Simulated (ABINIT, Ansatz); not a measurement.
Entries from a set of simulations; values are calculated unless marked as measured.

```
! title: Sr3BiN (Pm-3m): one start, several treatments of the self-energy
! method: RPA screening on LDA, plane waves, norm-conserving pseudopotentials (and 3 further levels or steps)
! program: ABINIT 10.8.3
! settings: cutoff 36 Ha, PseudoDojo scalar-relativistic 0.4.1 stringent, norm-conserving, ngkpt (2, 2, 2), nband 203, ecuteps 5.2 Ha, inclvkb 2, shiftk (0, 0, 0), symchi 1, awtr 1, frequency ppm, 2×2×2 k-mesh
! cost: 6 runs, 9.1 min in all on 8 MPI ranks of Arm Neoverse V1, shared host
! notes: The program’s warnings: nproc spkpt=  >= nkpt= * nsppol=. The cell and positions are those that the Materials Project relaxed with its own functionals (PBE, PBE+U or r2SCAN), kept fixed. Limits: screening runs away on this mesh; no spin-orbit coupling. The 2×2×2 mesh is coarse for this cell, which bears on the long-range parts of exchange and screening. For the LDA start: On this mesh the RPA ε∞ passes 90, more than nearly any semiconductor shows; a coarse mesh does this where one point with a narrow direct gap carries much weight. The screening is then too strong, and the G0W0 gap should not be taken as the material’s.
! G0W0, Godby-Needs plasmon pole: 0.471 eV
! G0W0, von der Linden-Horsch plasmon pole: 0.368 eV
! G0W0, Hybertsen-Louie plasmon pole: 0.497 eV
! one-shot Hartree-Fock: 7.244 eV
CELL_PARAMETERS angstrom
5.23494 0.00000 0.00000
0.00000 5.23494 0.00000
0.00000 0.00000 5.23494
ATOMIC_POSITIONS crystal
Sr 0.50000 0.50000 0.00000
Sr 0.00000 0.50000 0.50000
Sr 0.50000 0.00000 0.50000
Bi 0.00000 0.00000 0.00000
N 0.50000 0.50000 0.50000
```

[Long decimals in the printed logs are rounded to 6 places.]

[Logs are printed without paths, hosts, clocks, repeated set-up lines and the standing remarks that a program may print on its own settings, such as how far it seeks lower states.]

[Paths, hosts, dates, memory and timing lines, banners, echoed tables and standing remarks are left out of the program output; an Ansatz launch command may be rebuilt from the run's recorded settings. Measured values are a selection of at most five: reports struck by readers or far from the other reports are left out. None is set beside runs whose start may be inverted or whose files or cutoffs have a known fault.]

[Runs of the session that timed out or met a known fault of the program may be left out.]

[Hosts, paths, dates, database ids (printed as entryN), source tags and the programs' standing remarks are cut or masked in the printed files.]

[G0W0 gaps are taken among the corrected bands and points alone; a level outside them can change the order at an edge.]

[Where Ansatz stands beside ABINIT at settings called matched, ABINIT's density can come from a denser mesh and the files from another edition; pairs whose starting gaps differed by over 0.03 eV were left out, so agreement reads better than it is.]
